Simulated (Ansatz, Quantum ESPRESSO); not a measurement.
# SrCl2 (Fm-3m): phonons by linear response

How does SrCl2 (Fm-3m) vibrate, and is this structure a minimum?

Program: Quantum ESPRESSO 7.5. Level of theory: DFT PBE, scalar-relativistic, plane waves, GBRV ultrasoft pseudopotentials. Results are calculated unless marked as measured.

## (1) The structure

Symmetry: Fm-3m, No. 225, cubic system. The conventional cell has a = 6.977 Å, b = 6.977 Å, c = 6.977 Å, α = 90.00°, β = 90.00°, γ = 90.00°. Nearest to Sr lie 8 Cl at 3.02 Å. Cl has 4 Sr at 3.02 Å nearest. Farther neighbours and most contacts between anions are not listed.

Structure file:

```cif
data_structure
_symmetry_space_group_name_H-M 'Fm-3m'
_symmetry_Int_Tables_number 225
_cell_length_a 6.9767
_cell_length_b 6.9767
_cell_length_c 6.9767
_cell_angle_alpha 90.000
_cell_angle_beta 90.000
_cell_angle_gamma 90.000
_cell_volume 339.59
loop_
_atom_site_label
_atom_site_type_symbol
_atom_site_symmetry_multiplicity
_atom_site_Wyckoff_symbol
_atom_site_fract_x
_atom_site_fract_y
_atom_site_fract_z
_atom_site_occupancy
Sr1 Sr 4 a 0.00000 0.00000 0.00000 1
Cl1 Cl 8 c 0.75000 0.25000 0.75000 1
```

## (2) A first look

Before anything dear is run, a loose run with smearing shows whether this is a metal and how far the cell is from rest.

Input file probe.in:

```
 &control
    calculation='scf',
    prefix='x',
    outdir='./tmp',
    pseudo_dir='./pseudo',
    tprnfor=.true.,
    tstress=.true.,
    verbosity='high',
 /
 &system
    ibrav=0,
    nat=3,
    ntyp=2,
    ecutwfc=40.0,
    ecutrho=240.0,
    occupations='smearing',
    smearing='gaussian',
    degauss=0.01,
 /
 &electrons
    conv_thr=1.0d-07,
    mixing_beta=0.7,
    electron_maxstep=100,
 /
ATOMIC_SPECIES
 Sr     87.6200  Sr.upf
 Cl     35.4500  Cl.upf
CELL_PARAMETERS angstrom
    -3.488350000    0.000000000    3.488350000
     0.000000000    3.488350000    3.488350000
    -3.488350000    3.488350000    0.000000000
ATOMIC_POSITIONS crystal
 Sr     0.000000000   0.000000000   0.000000000
 Cl     0.750000000   0.750000000   0.750000000
 Cl     0.250000000   0.250000000   0.250000000
K_POINTS automatic
 4 4 4 0 0 0
```

Command:

```bash
> OMP_NUM_THREADS=1 mpirun -n 4 pw.x -nk 4 -in probe.in > probe.out
```

Output:

```text
[banners, grids, parts of the stress and lines that vanish by symmetry left out]
Program PWSCF v.7.5
     Message from routine setup:
     using ibrav=0 with symmetry is DISCOURAGED, use correct ibrav instead
[...]
kinetic-energy cutoff     =      40.0000  Ry
     charge density cutoff     =     240.0000  Ry
     scf convergence threshold =      1.0E-07
[...]
Exchange-correlation=  SLA  PW   PBX  PBC
                           (   1   4   3   4   0   0   0)
[...]
48 Sym. Ops., with inversion, found
[...]
(     0          1          0      )
                  (     0          0          1      )
[...]
(  0.0000000  1.0000000  0.0000000 )
                  ( -0.0000000 -0.0000000  1.0000000 )
[...]
(     1          0         -1      )
                  (     0          0         -1      )
[...]
(     0          1         -1      )
                  (     0          1          0      )
[...]
( -1.0000000  0.0000000  0.0000000 )
                  (  0.0000000  1.0000000 -0.0000000 )
[...]
number of k points=     8  Gaussian smearing, width (Ry)=  0.0100
[...]
End of self-consistent calculation
[...]
the Fermi energy is     5.4405 ev
!    total energy              =    -137.27955169 Ry
[...]
convergence has been achieved in   8 iterations
[...]
atom    1 type  1   force =    -0.00000000   -0.00000000   -0.00000000
     atom    2 type  2   force =    -0.00000000   -0.00000000   -0.00000000
     atom    3 type  2   force =    -0.00000000   -0.00000000    0.00000000
[...]
Total force =     0.000000     Total SCF correction =     0.000000
[...]
total   stress  (Ry/bohr**3)                   (kbar)     P=        9.62
[...]
XML data file, charge density, pseudopotentials, collected wavefunctions

   JOB DONE.
```

Elapsed: 4.3 s, on 4 MPI ranks of Arm Neoverse V1, shared host.

Read from the output:

| Item | Value |
| --- | --- |
| volume per atom | 28.30 Å³ |
| pressure | 0.9620 GPa |
| gap on the k-mesh | 5.344 eV |

A gap of 5.3 eV opens on this mesh, so the crystal is taken as an insulator; the start stands at 0.96 GPa.

## (3) Relaxing the cell and atoms

The harmonic expansion starts where the forces on the atoms vanish, and stress shifts the frequencies, so cell and atoms are relaxed with tight thresholds.

Input file relax.in:

```
 &control
    calculation='vc-relax',
    prefix='x',
    outdir='./tmp',
    pseudo_dir='./pseudo',
    tprnfor=.true.,
    tstress=.true.,
    forc_conv_thr=2.0d-05,
    etot_conv_thr=1.0d-07,
    nstep=40,
 /
 &system
    ibrav=0,
    nat=3,
    ntyp=2,
    ecutwfc=40.0,
    ecutrho=240.0,
    occupations='fixed',
    nbnd=14,
 /
 &electrons
    conv_thr=1.0d-11,
    mixing_beta=0.7,
    electron_maxstep=100,
 /
 &ions
 /
 &cell
    press_conv_thr=0.1,
 /
ATOMIC_SPECIES
 Sr     87.6200  Sr.upf
 Cl     35.4500  Cl.upf
CELL_PARAMETERS angstrom
    -3.488350000    0.000000000    3.488350000
     0.000000000    3.488350000    3.488350000
    -3.488350000    3.488350000    0.000000000
ATOMIC_POSITIONS crystal
 Sr     0.000000000   0.000000000   0.000000000
 Cl     0.750000000   0.750000000   0.750000000
 Cl     0.250000000   0.250000000   0.250000000
K_POINTS automatic
 6 6 6 0 0 0
```

Command:

```bash
> OMP_NUM_THREADS=1 mpirun -n 4 pw.x -nk 4 -in relax.in > relax.out
```

Output:

```text
[banners, grids, parts of the stress and lines that vanish by symmetry left out]
[banner, memory and clock lines left out]
Program PWSCF v.7.5

[...]
kinetic-energy cutoff     =      40.0000  Ry
     charge density cutoff     =     240.0000  Ry
     scf convergence threshold =      1.0E-11
[...]
energy convergence thresh.=      1.0E-07
     force convergence thresh. =      2.0E-05
     press convergence thresh. =      1.0E-01
     Exchange-correlation=  SLA  PW   PBX  PBC
                           (   1   4   3   4   0   0   0)
[...]
48 Sym. Ops., with inversion, found
[...]
number of k points=    16
[...]
End of self-consistent calculation
[...]
highest occupied, lowest unoccupied level (ev):     3.1600    8.5039
!    total energy              =    -137.27955720 Ry
[...]
convergence has been achieved in  11 iterations
[...]
atom    1 type  1   force =     0.00000000    0.00000000    0.00000000
     atom    2 type  2   force =     0.00000000   -0.00000000    0.00000000
     atom    3 type  2   force =    -0.00000000    0.00000000   -0.00000000
     Total force =     0.000000     Total SCF correction =     0.000000
[...]
total   stress  (Ry/bohr**3)                   (kbar)     P=        9.62
[...]
number of bfgs steps    =   0
[...]
CELL_PARAMETERS (angstrom)
[...]
ATOMIC_POSITIONS (crystal)
Sr               0.0000000000        0.0000000000        0.0000000000
Cl               0.7500000000        0.7500000000        0.7500000000
Cl               0.2500000000        0.2500000000        0.2500000000
[...]
New effective cutoffs (rho, wfc):  239.06   39.87
[...]
End of self-consistent calculation
[...]
highest occupied, lowest unoccupied level (ev):     3.1134    8.4382
!    total energy              =    -137.27972344 Ry
[...]
convergence has been achieved in   6 iterations
[...]
atom    1 type  1   force =     0.00000000    0.00000000    0.00000000
     atom    2 type  2   force =    -0.00000000    0.00000000   -0.00000000
     atom    3 type  2   force =     0.00000000    0.00000000    0.00000000
     Total force =     0.000000     Total SCF correction =     0.000000
[...]
total   stress  (Ry/bohr**3)                   (kbar)     P=        7.77
[...]
number of bfgs steps    =   1
[...]
WARNING: bfgs curvature condition failed, Theta= 0.986
[...]
CELL_PARAMETERS (angstrom)
[...]
ATOMIC_POSITIONS (crystal)
Sr               0.0000000000        0.0000000000        0.0000000000
[...]
New effective cutoffs (rho, wfc):  238.20   39.73
[...]
End of self-consistent calculation
[...]
highest occupied, lowest unoccupied level (ev):     3.0625    8.3663
!    total energy              =    -137.27986654 Ry
[...]
convergence has been achieved in   7 iterations
[...]
atom    1 type  1   force =     0.00000000    0.00000000    0.00000000
     atom    2 type  2   force =     0.00000000    0.00000000    0.00000000
     atom    3 type  2   force =     0.00000000    0.00000000    0.00000000
     Total force =     0.000000     Total SCF correction =     0.000000
[...]
total   stress  (Ry/bohr**3)                   (kbar)     P=        5.79
[...]
number of bfgs steps    =   2
[...]
CELL_PARAMETERS (angstrom)
[...]
ATOMIC_POSITIONS (crystal)
[...]
New effective cutoffs (rho, wfc):  236.93   39.51
[...]
End of self-consistent calculation
[...]
highest occupied, lowest unoccupied level (ev):     2.9869    8.2595
!    total energy              =    -137.28000468 Ry
[...]
convergence has been achieved in   7 iterations
[...]
atom    1 type  1   force =     0.00000000    0.00000000    0.00000000
     atom    2 type  2   force =    -0.00000000   -0.00000000    0.00000000
     atom    3 type  2   force =     0.00000000    0.00000000    0.00000000
     Total force =     0.000000     Total SCF correction =     0.000000
[...]
total   stress  (Ry/bohr**3)                   (kbar)     P=        2.91
[...]
number of bfgs steps    =   3
[...]
CELL_PARAMETERS (angstrom)
[...]
ATOMIC_POSITIONS (crystal)
[...]
New effective cutoffs (rho, wfc):  235.64   39.30
[...]
End of self-consistent calculation
[...]
highest occupied, lowest unoccupied level (ev):     2.9105    8.1513
!    total energy              =    -137.28005330 Ry
[...]
convergence has been achieved in   7 iterations
[...]
atom    1 type  1   force =    -0.00000000   -0.00000000    0.00000000
     atom    2 type  2   force =    -0.00000000   -0.00000000    0.00000000
     atom    3 type  2   force =     0.00000000    0.00000000   -0.00000000
     Total force =     0.000000     Total SCF correction =     0.000000
[...]
total   stress  (Ry/bohr**3)                   (kbar)     P=        0.08
[...]
number of bfgs steps    =   4
[...]
CELL_PARAMETERS (angstrom)
[...]
ATOMIC_POSITIONS (crystal)
[...]
New effective cutoffs (rho, wfc):  235.60   39.29
[...]
End of self-consistent calculation
[...]
highest occupied, lowest unoccupied level (ev):     2.9084    8.1483
!    total energy              =    -137.28005333 Ry
[...]
convergence has been achieved in   5 iterations
[...]
atom    1 type  1   force =    -0.00000000   -0.00000000    0.00000000
     atom    2 type  2   force =     0.00000000    0.00000000   -0.00000000
     atom    3 type  2   force =    -0.00000000   -0.00000000    0.00000000
     Total force =     0.000000     Total SCF correction =     0.000000
[...]
total   stress  (Ry/bohr**3)                   (kbar)     P=        0.00
[...]
bfgs converged in   6 scf cycles and   5 bfgs steps
[...]
End of BFGS Geometry Optimization
     Final enthalpy           =    -137.2800533321 Ry
     File ./tmp/x.bfgs deleted, as requested
[...]
CELL_PARAMETERS (angstrom)
[...]
ATOMIC_POSITIONS (crystal)
[...]
Cl               0.7500000000        0.7500000000        0.7500000000
Cl               0.2500000000        0.2500000000        0.2500000000
[...]
Final scf calculation at the relaxed structure.
[...]
kinetic-energy cutoff     =      40.0000  Ry
     charge density cutoff     =     240.0000  Ry
     scf convergence threshold =      1.0E-13
[...]
press convergence thresh. =      1.0E-01
     Exchange-correlation=  SLA  PW   PBX  PBC
                           (   1   4   3   4   0   0   0)
[...]
48 Sym. Ops., with inversion, found
[...]
number of k points=    16
[...]
c_bands:  1 eigenvalues not converged
[...]
End of self-consistent calculation
[...]
highest occupied, lowest unoccupied level (ev):     2.9084    8.1482
!    total energy              =    -137.28007327 Ry
[...]
convergence has been achieved in  14 iterations
[...]
atom    1 type  1   force =     0.00000000    0.00000000    0.00000000
     atom    2 type  2   force =     0.00000000    0.00000000   -0.00000000
     atom    3 type  2   force =     0.00000000   -0.00000000    0.00000000
     Total force =     0.000000     Total SCF correction =     0.000000
[...]
total   stress  (Ry/bohr**3)                   (kbar)     P=        0.05
[...]
XML data file, charge density, pseudopotentials, collected wavefunctions
```

Elapsed: 34 s, on 4 MPI ranks.

Relaxation path:

```
step  energy less that of the first step (eV)  largest force (eV/Å)  pressure (GPa)  volume (Å³)
   1                                   0.0000                0.0000            0.96        84.90
   2                                  -0.0023                0.0000            0.78        85.31
   3                                  -0.0042                0.0000            0.58        85.77
   4                                  -0.0061                0.0000            0.29        86.47
   5                                  -0.0068                0.0000            0.01        87.18
   6                                  -0.0068                0.0000            0.00        87.20
   7                                  -0.0070                0.0000            0.01        87.20
```

```
conventional cell, symmetrised  before  after  change
                         a (Å)   6.977  7.039  +0.9 %
                         b (Å)   6.977  7.039  +0.9 %
                         c (Å)   6.977  7.039  +0.9 %
              volume (Å³/atom)   28.30  29.07  +2.7 %
```

The relaxed structure:

```
CELL_PARAMETERS angstrom
-3.51962 0.00000 3.51962
0.00000 3.51962 3.51962
-3.51962 3.51962 0.00000
ATOMIC_POSITIONS crystal
Sr 0.00000 0.00000 0.00000
Cl 0.75000 0.75000 0.75000
Cl 0.25000 0.25000 0.25000
```

The last row of the table of steps is pw.x's closing run on a basis chosen anew for the final cell, so its energy can jump.

Numbers from this step:

```
volume per atom   : 29.07 Å³
pressure          : 0.005 GPa
gap on the k-mesh : 5.240 eV
```

The volume changes by +2.7 % from the cell with which this run began.

## (4) Ground state

Perturbation theory inherits every error of the wavefunctions, so the threshold is set near the limit of the arithmetic. With a gap, occupations are fixed, which also allows the response to an electric field.

Input file scf.in:

```
 &control
    calculation='scf',
    prefix='x',
    outdir='./tmp',
    pseudo_dir='./pseudo',
    tprnfor=.true.,
    tstress=.true.,
 /
 &system
    ibrav=0,
    nat=3,
    ntyp=2,
    ecutwfc=40.0,
    ecutrho=240.0,
    occupations='fixed',
    nbnd=14,
 /
 &electrons
    conv_thr=1.0d-12,
    mixing_beta=0.7,
    electron_maxstep=100,
 /
ATOMIC_SPECIES
 Sr     87.6200  Sr.upf
 Cl     35.4500  Cl.upf
CELL_PARAMETERS angstrom
    -3.519622801    0.000000000    3.519622801
     0.000000000    3.519622801    3.519622801
    -3.519622801    3.519622801    0.000000000
ATOMIC_POSITIONS crystal
 Sr     0.000000000   0.000000000   0.000000000
 Cl     0.750000000   0.750000000   0.750000000
 Cl     0.250000000   0.250000000   0.250000000
K_POINTS automatic
 6 6 6 0 0 0
```

Command:

```bash
> OMP_NUM_THREADS=1 mpirun -n 4 pw.x -nk 4 -in scf.in > scf.out
```

Output:

```text
[banners, grids, parts of the stress and lines that vanish by symmetry left out]
[banner, memory and clock lines left out]
Program PWSCF v.7.5

[...]
kinetic-energy cutoff     =      40.0000  Ry
     charge density cutoff     =     240.0000  Ry
     scf convergence threshold =      1.0E-12
[...]
Exchange-correlation=  SLA  PW   PBX  PBC
                           (   1   4   3   4   0   0   0)
[...]
48 Sym. Ops., with inversion, found
[...]
number of k points=    16
[...]
End of self-consistent calculation
[...]
highest occupied, lowest unoccupied level (ev):     2.9084    8.1482
!    total energy              =    -137.28007327 Ry
[...]
convergence has been achieved in  12 iterations
[...]
atom    1 type  1   force =     0.00000000    0.00000000    0.00000000
     atom    2 type  2   force =     0.00000000   -0.00000000    0.00000000
     atom    3 type  2   force =    -0.00000000    0.00000000   -0.00000000
     Total force =     0.000000     Total SCF correction =     0.000000
[...]
total   stress  (Ry/bohr**3)                   (kbar)     P=        0.04
[...]
XML data file, charge density, pseudopotentials, collected wavefunctions
```

Wall time 8 s (4 MPI ranks).

This step gave:

```yaml
pressure: 0.004 GPa
```

The cell stands at 0.004 GPa, close enough for phonons.

[end of part 1 of 4]

[Host names and launcher messages were left out of these logs when they were recorded.]

[Logs are printed without paths, hosts, clocks, repeated set-up lines and the standing remarks that a program may print on its own settings, such as how far it seeks lower states.]

[Hosts, paths, dates, database ids (printed as entryN), source tags and the programs' standing remarks are cut or masked in the printed files.]
